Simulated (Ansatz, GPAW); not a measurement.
# C/Nb(110) in an electric field

How does C/Nb(110) screen a perpendicular field?

Method: Ansatz plane waves; slab in vacuum with a dipole correction, relaxation, in the first sound run; inputs show where later runs differ, in GPAW 26.7.0 and Ansatz 0.2.0.

Most raw output is cut from this account.

**1. Set-up**

The cell holds 5 atoms: 4 Nb and 1 C. Cell: a = 2.858 Å, b = 2.858 Å, c = 22.801 Å, α = 90.0°, β = 90.0°, γ = 70.5°. Vacuum lies along c.

**2. Relaxing the atoms**

Forces are removed first; all later runs use this geometry. The lowest 2 atoms are held at bulk positions and keep their forces.

Contents of input.yaml:

```yaml
crystal:
  lattice:
    - [2.3334523779, -1.65, 0.0]
    - [2.3334523779, 1.65, 0.0]
    - [0.0, 0.0, 22.800977027]
  atoms:
    - { symbol: Nb, position: [0.0, 0.0, 0.3070043881] }
    - { symbol: Nb, position: [0.5, 0.5, 0.4093444051] }
    - { symbol: Nb, position: [0.0, 0.0, 0.5116844222] }
    - { symbol: Nb, position: [0.5, 0.5, 0.6140244393] }
    - { symbol: C, position: [0.84, 0.84, 0.6929956119] }
kpoints:
  mp_grid: { grid: [12, 12, 1] }
hamiltonian:
  xc: pbe
scf:
  occupations: { method: fermi_dirac, width: 0.1 }
efield:
  axis: 3
  dipole_correction: true
  ramp_width: 0.05
relax:
  f_tol: 0.02
  max_steps: 60
  constraints: [{ sites: [0, 1] }]
output:
  write_potential: true
  write_density: true
  volumetric_format: npy
```

On the command line:

```sh
$ ansatz run input.yaml --threads 4 --pin off --max-ram 8192MiB --backend cpu --events-out ev --progress --plain --runs-dir out
```

The job ended after 30 s (4 threads of Intel Xeon Platinum 8488C (Sapphire Rapids), shared host; peak memory 0.7 GiB).

Step by step:

| step | energy less that of the first step (eV) | largest force component (eV/Å) |
| --- | --- | --- |
| 1 | 0.0000 | 2.8848 |
| 2 | -1.0264 | 2.9003 |
| 3 | -1.8594 | 1.1815 |
| 4 | -1.8580 | 1.4546 |
| 5 | -1.9487 | 0.1408 |
| 6 | -1.9615 | 0.0857 |
| 7 | -1.9631 | 0.0095 |
| 8 | -1.9631 | 0.0095 |

Relaxation step 4 was tried and not accepted.

The run keeps the 2 symmetry operations that it works with, so distortions that break them were not tested.

The atoms that moved most (Å):

| atom | dx | dy | dz | length |
| --- | --- | --- | --- | --- |
| C5 | 0.010 | 0.000 | -0.592 | 0.592 |
| Nb4 | -0.168 | 0.000 | 0.239 | 0.292 |
| Nb3 | -0.012 | 0.000 | -0.013 | 0.018 |

The relaxed structure:

```cif
data_structure
_symmetry_space_group_name_H-M 'P 1'
_symmetry_Int_Tables_number 1
_cell_length_a 2.8579
_cell_length_b 2.8579
_cell_length_c 22.8010
_cell_angle_alpha 90.000
_cell_angle_beta 90.000
_cell_angle_gamma 70.529
_cell_volume 175.58
loop_
_atom_site_label
_atom_site_type_symbol
_atom_site_fract_x
_atom_site_fract_y
_atom_site_fract_z
_atom_site_occupancy
Nb1 Nb 0.00000 0.00000 0.30700 1
Nb2 Nb 0.50000 0.50000 0.40934 1
Nb3 Nb 0.99736 0.99736 0.51113 1
Nb4 Nb 0.46395 0.46395 0.62449 1
C5 C 0.84209 0.84209 0.66704 1
```

Numbers from this step:

```yaml
free_energy: -18456.8387 eV
smearing_term_ts: 0.1671 eV
symmetry_operations: 2
upper_work_function: 6.245 eV
lower_work_function: 4.538 eV
dipole_along_the_normal: -0.07263 e·Å
dipole_field: -0.07485 V/Å
vacuum_level_above: 11.02 eV
vacuum_level_below: 9.318 eV
```

Table of electrostatic potential energy of an electron (with the applied field's), less the Fermi level, planar mean by z:

| z (Å) | electrostatic potential energy of an electron (with the applied field's), less the Fermi level, planar mean (eV) |
| --- | --- |
| 0.0 | 5.39 |
| 0.5 | 4.64 |
| 1.0 | 4.54 |
| 1.5 | 4.54 |
| 2.0 | 4.54 |
| 2.5 | 4.54 |
| 3.0 | 4.53 |
| 3.5 | 4.52 |
| 4.0 | 4.47 |
| 4.5 | 4.31 |
| 5.0 | 3.84 |
| 5.5 | 2.42 |
| 6.0 | -1.64 |
| 6.5 | -13.4 |
| 7.0 | -21.8 |
| 7.5 | -13.0 |
| 8.0 | -1.96 |
| 8.5 | -4.40 |
| 9.0 | -17.4 |
| 9.5 | -20.4 |
| 10.0 | -8.32 |
| 10.5 | -1.40 |
| 11.0 | -8.63 |
| 11.5 | -20.5 |
| 12.0 | -17.2 |
| 12.5 | -4.05 |
| 13.0 | -0.121 |
| 13.5 | -6.79 |
| 14.0 | -19.7 |
| 14.5 | -20.3 |
| 15.0 | -13.8 |
| 15.5 | -5.14 |
| 16.0 | 3.73 |
| 16.5 | 5.75 |
| 17.0 | 6.15 |
| 17.5 | 6.23 |
| 18.0 | 6.24 |
| 18.5 | 6.24 |
| 19.0 | 6.25 |
| 19.5 | 6.25 |
| 20.0 | 6.25 |
| 20.5 | 6.25 |
| 21.0 | 6.25 |
| 21.5 | 6.25 |
| 22.0 | 6.25 |
| 22.5 | 5.84 |

The valence density, planar mean oscillates, so the rows of the table below give means over windows of 2.42 Å about each position, cut where the curve ends. Its maxima inside the range that stand out by 2 % of the span (Å: e/Å³): 7.0: 1.29, 9.4: 1.28, 11.7: 1.29, 14.3: 1.35. Its minima: 8.1: 0.263, 10.5: 0.265, 13.0: 0.194.

Table of valence density, planar mean by z; means over each step:

| z (Å) | valence density, planar mean (e/Å³) |
| --- | --- |
| 1.21 | 9.6e-6 |
| 3.63 | 0.00252 |
| 6.05 | 0.479 |
| 8.47 | 0.737 |
| 10.89 | 0.737 |
| 13.31 | 0.643 |
| 15.73 | 0.405 |
| 18.15 | 8.8e-4 |
| 20.57 | 0 |

The relaxation lowered the energy of the cell by 1.96 eV.

**3. Plane waves, PBE**

The work function is the vacuum plateau of the electrostatic potential less the Fermi level; a dipole layer lets the two faces have plateaus of their own.

This step: GPAW, PAW setups; slab in vacuum (GPAW 26.7.0).

Contents of run.py:

```python
import json
import numpy as np
from ase import Atoms
from gpaw import GPAW, PW

slab = Atoms(
    ['Nb', 'Nb', 'Nb', 'Nb', 'C'],
    positions=[
        [0.00000, 0.00000, 7.00000],
        [2.33345, 0.00000, 9.33345],
        [-0.01233, -0.00000, 11.65433],
        [2.16519, 0.00000, 14.23905],
        [3.92997, 0.00000, 15.20916]],
    cell=[[2.33345, -1.65, 0.0], [2.33345, 1.65, 0.0], [0.0, 0.0, 22.80098]],
    pbc=[True, True, False])

slab.calc = GPAW(mode=PW(500), xc='PBE', kpts={'size': (12, 12, 1), 'gamma': True},
                 occupations={'name': 'fermi-dirac', 'width': 0.1}, nbands='140%',
                 convergence={'density': 1e-05}, maxiter=200,
                 poissonsolver={'dipolelayer': 'xy'},
                 symmetry={'tolerance': 1e-3}, txt='slab.txt')
result = {}
energy = slab.get_potential_energy()
fermi = slab.calc.get_fermi_level()
v = slab.calc.get_electrostatic_potential().mean((0, 1)) - fermi
n = slab.calc.get_pseudo_density().mean((0, 1))
L = slab.cell[2, 2]
z = np.arange(len(v)) * L / len(v)
low, high = slab.positions[:, 2].min(), slab.positions[:, 2].max()
below, above = np.interp([low - 4.8, high + 4.8], z, v)
slopes = [np.interp(x, z, np.gradient(v, z)) for x in (low - 4.8, high + 4.8)]
eps = np.array([[slab.calc.get_eigenvalues(k, s) for k in range(len(slab.calc.get_ibz_k_points()))]
                for s in range(slab.calc.get_number_of_spins())]) - fermi
top, bottom = eps[eps < 0].max(), eps[eps > 0].min()
dipole = slab.get_dipole_moment()[2]
print(f'energy {energy:.4f} eV, Fermi level {fermi:.4f} eV, dipole {dipole:.5f} e A')
print(f'potential 4.8 A off the faces, from the Fermi level: lower {below:.4f} eV, upper {above:.4f} eV')
print(f'slope of the potential there: lower {slopes[0]:.5f}, upper {slopes[1]:.5f} eV/A')
print(f'nearest levels on the mesh: {top:.4f} and {bottom:.4f} eV')
print('magnetic moment', round(slab.get_magnetic_moment(), 3))
result.update(energy=energy, fermi=fermi, dipole=dipole, below=below, above=above, slopes=slopes, edges=[top, bottom],
              z=z.tolist(), v=v.tolist(), n=n.tolist(), positions=slab.positions.tolist(),
              forces=slab.get_forces(apply_constraint=False).tolist(), moments=slab.get_magnetic_moments().tolist())
json.dump(result, open('result.json', 'w'))
```

On the command line:

```sh
$ OMP_NUM_THREADS=1 OPENBLAS_NUM_THREADS=1 python run.py
```

Run time: 2.6 min. Hardware: 1 thread; peak memory 0.34 GiB.

This step gave:

```
dipole along the normal                    : -0.07259 e·Å
levels nearest the Fermi level on the mesh : -1.89e-4, 0.01748 eV from the Fermi level
upper work function                        : 6.248 eV
lower work function                        : 4.541 eV
```

The electrostatic potential energy of an electron (without an applied field's), less the Fermi level, planar mean oscillates, so the rows of the table below give means over windows of 1 Å about each position, cut where the curve ends. Its maxima inside the range that stand out by 2 % of the span (Å: eV): 8.2: -1.13, 10.5: -1.30, 12.9: 0.0396. Its minima: 7.0: -25.1, 9.3: -25.0, 11.7: -25.0, 14.3: -25.6.

The electrostatic potential energy of an electron (without an applied field's), less the Fermi level, planar mean by z; means over each step:

z (Å), electrostatic potential energy of an electron (without an applied field's), less the Fermi level, planar mean (eV) and a bar from the least value:
```
        0        4.9 ############################
        1        4.5 ############################
        2        4.5 ############################
        3        4.5 ############################
        4        4.5 ############################
        5        3.7 ###########################
        6       -2.8 ####################
        7      -20.3 
        8       -4.0 ##################
        9      -16.7 ####
       10       -9.3 ############
       11       -9.6 ############
       12      -16.5 ####
       13       -1.6 #####################
       14      -18.8 ##
       15      -14.1 #######
       16        2.6 ##########################
       17        6.1 ##############################
       18        6.2 ##############################
       19        6.2 ##############################
       20        6.2 ##############################
       21        6.2 ##############################
       22        6.2 ##############################
```

Pseudo valence density, planar mean against z:

| z (Å) | pseudo valence density, planar mean (e/Å³) |
| --- | --- |
| 2.5 | 6.7e-5 |
| 3.0 | 2.2e-4 |
| 3.5 | 6.9e-4 |
| 4.0 | 0.00210 |
| 4.5 | 0.00651 |
| 5.0 | 0.0190 |
| 5.5 | 0.0518 |
| 6.0 | 0.170 |
| 6.5 | 0.669 |
| 7.0 | 1.54 |
| 7.5 | 0.693 |
| 8.0 | 0.282 |
| 8.5 | 0.345 |
| 9.0 | 1.02 |
| 9.5 | 1.39 |
| 10.0 | 0.474 |
| 10.5 | 0.268 |
| 11.0 | 0.474 |
| 11.5 | 1.38 |
| 12.0 | 0.991 |
| 12.5 | 0.304 |
| 13.0 | 0.198 |
| 13.5 | 0.362 |
| 14.0 | 1.25 |
| 14.5 | 1.33 |
| 15.0 | 0.730 |
| 15.5 | 0.442 |
| 16.0 | 0.140 |
| 16.5 | 0.0295 |
| 17.0 | 0.00584 |
| 17.5 | 0.00110 |
| 18.0 | 2.2e-4 |
| 18.5 | 4.3e-5 |

Force by atom:

| atom | x (eV/Å) | y (eV/Å) | z (eV/Å) | size |
| --- | --- | --- | --- | --- |
| Nb1 | 0.024 | 0.000 | 0.287 | 0.288 |
| Nb2 | -0.021 | 0.000 | -0.232 | 0.233 |
| Nb3 | -0.002 | 0.000 | -0.020 | 0.021 |
| Nb4 | -0.012 | 0.000 | 0.038 | 0.040 |
| C5 | 0.012 | 0.000 | -0.073 | 0.074 |

The potential is flat to 0.003 eV/Å where it is read, so the vacuum is wide enough. The geometry is the other program's minimum; here the largest force on a free atom is 0.074 eV/Å.

**4. Field on**

A uniform field along the normal polarises the slab; the atoms stay fixed, so this is the electronic response alone.

run.py: that of step 3 with these lines changed.

```diff
@@ -4,2 +4,3 @@
 from gpaw import GPAW, PW
+from gpaw.external import ConstantElectricField
 
@@ -20,2 +21,3 @@
                  poissonsolver={'dipolelayer': 'xy'},
+                 external=ConstantElectricField(-0.2, [0, 0, 1]),
                  symmetry={'tolerance': 1e-3}, txt='slab.txt')
```

It took 3.4 min on 1 thread; peak memory 0.53 GiB.

Numbers from this step:

```
dipole along the normal                                         : -0.1682 e·Å
levels nearest the Fermi level on the mesh                      : -0.004748, 0.009957 eV from the Fermi level
potential below the slab, the applied field's own ramp left out : 3.235 eV from the Fermi level
potential above the slab, the applied field's own ramp left out : 7.190 eV from the Fermi level
```

The electrostatic potential energy of an electron (without an applied field's), less the Fermi level, planar mean oscillates, so the rows of the table below give means over windows of 2.47 Å about each position, cut where the curve ends. Its maxima inside the range that stand out by 2 % of the span (Å: eV): 8.2: -1.77, 10.5: -1.49, 12.9: 0.345, 20.1: 7.19. Its minima: 7.0: -26.0, 9.3: -25.5, 11.7: -24.9, 14.3: -25.0.

Table of electrostatic potential energy of an electron (without an applied field's), less the Fermi level, planar mean by z; means over each step:

| z (Å) | electrostatic potential energy of an electron (without an applied field's), less the Fermi level, planar mean (eV) |
| --- | --- |
| 1.24 | 3.39 |
| 3.71 | 3.14 |
| 6.17 | -9.14 |
| 8.64 | -12.1 |
| 11.11 | -11.4 |
| 13.58 | -10.5 |
| 16.05 | 0.499 |
| 18.52 | 7.18 |
| 20.99 | 7.19 |

Force by atom:

| atom | x (eV/Å) | y (eV/Å) | z (eV/Å) | size |
| --- | --- | --- | --- | --- |
| Nb1 | 0.024 | 0.000 | 0.289 | 0.290 |
| Nb2 | -0.021 | 0.000 | -0.237 | 0.238 |
| Nb3 | -0.002 | 0.000 | -0.019 | 0.019 |
| Nb4 | -0.014 | 0.000 | 0.028 | 0.032 |
| C5 | 0.013 | 0.000 | -0.062 | 0.063 |

The dipole is now -0.168 e Å, against -0.073 in the run without a field.

**5. Field on**

run.py: that of step 4 with these lines changed.

```diff
@@ -21,3 +21,3 @@
                  poissonsolver={'dipolelayer': 'xy'},
-                 external=ConstantElectricField(-0.2, [0, 0, 1]),
+                 external=ConstantElectricField(-0.1, [0, 0, 1]),
                  symmetry={'tolerance': 1e-3}, txt='slab.txt')
```

It took 3.3 min on 1 thread; peak memory 0.52 GiB.

This step gave:

* dipole along the normal: -0.1204 e·Å
* levels nearest the Fermi level on the mesh: -0.002570, 0.01353 eV from the Fermi level
* potential below the slab, the applied field's own ramp left out: 3.887 eV from the Fermi level
* potential above the slab, the applied field's own ramp left out: 6.718 eV from the Fermi level

Electrostatic potential energy of an electron (without an applied field's), less the Fermi level, planar mean against z:

| z (Å) | electrostatic potential energy of an electron (without an applied field's), less the Fermi level, planar mean (eV) |
| --- | --- |
| 0.0 | 5.30 |
| 0.5 | 3.89 |
| 1.0 | 3.89 |
| 1.5 | 3.89 |
| 2.0 | 3.89 |
| 2.5 | 3.89 |
| 3.0 | 3.88 |
| 3.5 | 3.87 |
| 4.0 | 3.82 |
| 4.5 | 3.67 |
| 5.0 | 3.22 |
| 5.5 | 1.85 |
| 6.0 | -2.09 |
| 6.5 | -13.4 |
| 7.0 | -25.5 |
| 7.5 | -12.9 |
| 8.0 | -2.18 |
| 8.5 | -4.17 |
| 9.0 | -18.5 |
| 9.5 | -23.3 |
| 10.0 | -7.61 |
| 10.5 | -1.40 |
| 11.0 | -7.84 |
| 11.5 | -23.3 |
| 12.0 | -17.8 |
| 12.5 | -3.48 |
| 13.0 | 0.110 |
| 13.5 | -5.80 |
| 14.0 | -21.3 |
| 14.5 | -21.6 |
| 15.0 | -13.7 |
| 15.5 | -4.84 |
| 16.0 | 4.19 |
| 16.5 | 6.22 |
| 17.0 | 6.62 |
| 17.5 | 6.70 |
| 18.0 | 6.71 |
| 18.5 | 6.72 |
| 19.0 | 6.72 |
| 19.5 | 6.72 |
| 20.0 | 6.72 |
| 20.5 | 6.72 |
| 21.0 | 6.72 |
| 21.5 | 6.72 |
| 22.0 | 6.72 |
| 22.5 | 6.42 |

Force by atom:

| atom | x (eV/Å) | y (eV/Å) | z (eV/Å) | size |
| --- | --- | --- | --- | --- |
| Nb1 | 0.024 | 0.000 | 0.288 | 0.289 |
| Nb2 | -0.021 | 0.000 | -0.235 | 0.236 |
| Nb3 | -0.002 | 0.000 | -0.021 | 0.021 |
| Nb4 | -0.013 | 0.000 | 0.032 | 0.035 |
| C5 | 0.012 | 0.000 | -0.069 | 0.070 |

The dipole is now -0.120 e Å, against -0.073 in the run without a field.

**6. In a field**

run.py: that of step 5 with these lines changed.

```diff
@@ -21,3 +21,3 @@
                  poissonsolver={'dipolelayer': 'xy'},
-                 external=ConstantElectricField(-0.1, [0, 0, 1]),
+                 external=ConstantElectricField(-0.05, [0, 0, 1]),
                  symmetry={'tolerance': 1e-3}, txt='slab.txt')
```

It took 3.4 min on 1 thread; peak memory 0.52 GiB.

**7. Field on**

run.py: that of step 6 with these lines changed.

```diff
@@ -21,3 +21,3 @@
                  poissonsolver={'dipolelayer': 'xy'},
-                 external=ConstantElectricField(-0.05, [0, 0, 1]),
+                 external=ConstantElectricField(0.05, [0, 0, 1]),
                  symmetry={'tolerance': 1e-3}, txt='slab.txt')
```

The job ended after 4.2 min (1 thread; peak memory 0.52 GiB).

Electrostatic potential energy of an electron (without an applied field's), less the Fermi level, planar mean against z:

| z (Å) | electrostatic potential energy of an electron (without an applied field's), less the Fermi level, planar mean (eV) |
| --- | --- |
| 0.0 | 5.44 |
| 0.5 | 4.87 |
| 1.0 | 4.87 |
| 1.5 | 4.87 |
| 2.0 | 4.87 |
| 2.5 | 4.87 |
| 3.0 | 4.86 |
| 3.5 | 4.85 |
| 4.0 | 4.80 |
| 4.5 | 4.64 |
| 5.0 | 4.15 |
| 5.5 | 2.74 |
| 6.0 | -1.27 |
| 6.5 | -12.7 |
| 7.0 | -24.9 |
| 7.5 | -12.3 |
| 8.0 | -1.67 |
| 8.5 | -3.74 |
| 9.0 | -18.1 |
| 9.5 | -23.0 |
| 10.0 | -7.40 |
| 10.5 | -1.27 |
| 11.0 | -7.78 |
| 11.5 | -23.4 |
| 12.0 | -17.9 |
| 12.5 | -3.65 |
| 13.0 | -0.131 |
| 13.5 | -6.12 |
| 14.0 | -21.7 |
| 14.5 | -22.1 |
| 15.0 | -14.2 |
| 15.5 | -5.44 |
| 16.0 | 3.53 |
| 16.5 | 5.53 |
| 17.0 | 5.92 |
| 17.5 | 6.00 |
| 18.0 | 6.01 |
| 18.5 | 6.01 |
| 19.0 | 6.01 |
| 19.5 | 6.01 |
| 20.0 | 6.01 |
| 20.5 | 6.01 |
| 21.0 | 6.01 |
| 21.5 | 6.01 |
| 22.0 | 6.01 |
| 22.5 | 5.89 |

**8. In a field**

run.py: that of step 7 with these lines changed.

```diff
@@ -21,3 +21,3 @@
                  poissonsolver={'dipolelayer': 'xy'},
-                 external=ConstantElectricField(0.05, [0, 0, 1]),
+                 external=ConstantElectricField(0.1, [0, 0, 1]),
                  symmetry={'tolerance': 1e-3}, txt='slab.txt')
```

It took 3.3 min on 1 thread; peak memory 0.52 GiB.

The electrostatic potential energy of an electron (without an applied field's), less the Fermi level, planar mean by z:

| z (Å) | electrostatic potential energy of an electron (without an applied field's), less the Fermi level, planar mean (eV) |
| --- | --- |
| 0.0 | 5.49 |
| 0.5 | 5.20 |
| 1.0 | 5.20 |
| 1.5 | 5.20 |
| 2.0 | 5.20 |
| 2.5 | 5.20 |
| 3.0 | 5.19 |
| 3.5 | 5.17 |
| 4.0 | 5.12 |
| 4.5 | 4.96 |
| 5.0 | 4.46 |
| 5.5 | 3.04 |
| 6.0 | -0.998 |
| 6.5 | -12.4 |
| 7.0 | -24.6 |
| 7.5 | -12.1 |
| 8.0 | -1.50 |
| 8.5 | -3.59 |
| 9.0 | -18.0 |
| 9.5 | -23.0 |
| 10.0 | -7.33 |
| 10.5 | -1.22 |
| 11.0 | -7.76 |
| 11.5 | -23.4 |
| 12.0 | -17.9 |
| 12.5 | -3.70 |
| 13.0 | -0.211 |
| 13.5 | -6.22 |
| 14.0 | -21.8 |
| 14.5 | -22.2 |
| 15.0 | -14.4 |
| 15.5 | -5.65 |
| 16.0 | 3.31 |
| 16.5 | 5.30 |
| 17.0 | 5.69 |
| 17.5 | 5.76 |
| 18.0 | 5.78 |
| 18.5 | 5.78 |
| 19.0 | 5.78 |
| 19.5 | 5.78 |
| 20.0 | 5.78 |
| 20.5 | 5.78 |
| 21.0 | 5.78 |
| 21.5 | 5.78 |
| 22.0 | 5.78 |
| 22.5 | 5.72 |

The dipole is now -0.0246 e Å, against -0.073 in the run without a field.

**9. In a field**

run.py: that of step 8 with these lines changed.

```diff
@@ -21,3 +21,3 @@
                  poissonsolver={'dipolelayer': 'xy'},
-                 external=ConstantElectricField(0.1, [0, 0, 1]),
+                 external=ConstantElectricField(0.2, [0, 0, 1]),
                  symmetry={'tolerance': 1e-3}, txt='slab.txt')
```

The job ended after 3.2 min (1 thread; peak memory 0.53 GiB).

The electrostatic potential energy of an electron (without an applied field's), less the Fermi level, planar mean oscillates, so the rows of the table below give means over windows of 1 Å about each position, cut where the curve ends. Its maxima inside the range that stand out by 2 % of the span (Å: eV): 8.2: -0.487, 10.5: -1.11, 12.9: -0.265. Its minima: 7.0: -24.3, 9.3: -24.6, 11.7: -25.1, 14.3: -26.2.

Table of electrostatic potential energy of an electron (without an applied field's), less the Fermi level, planar mean by z; means over each step:

z (Å), electrostatic potential energy of an electron (without an applied field's), less the Fermi level, planar mean (eV) and a bar from the least value:
```
        0        5.8 ##############################
        1        5.9 ##############################
        2        5.9 ##############################
        3        5.8 ##############################
        4        5.8 ##############################
        5        4.9 #############################
        6       -1.7 #####################
        7      -19.4 
        8       -3.3 ###################
        9      -16.2 ####
       10       -9.0 ############
       11       -9.5 ############
       12      -16.6 ###
       13       -1.9 #####################
       14      -19.3 
       15      -14.8 #####
       16        1.7 #########################
       17        5.2 #############################
       18        5.3 #############################
       19        5.3 #############################
       20        5.3 #############################
       21        5.3 #############################
       22        5.3 #############################
```

The dipole is now 0.0234 e Å, against -0.073 in the run without a field.

(Continued in part 2 of 2.)

[Logs are printed without paths, hosts, clocks, repeated set-up lines and the standing remarks that a program may print on its own settings, such as how far it seeks lower states.]

[Hosts, paths, dates, database ids (printed as entryN), source tags and the programs' standing remarks are cut or masked in the printed files.]
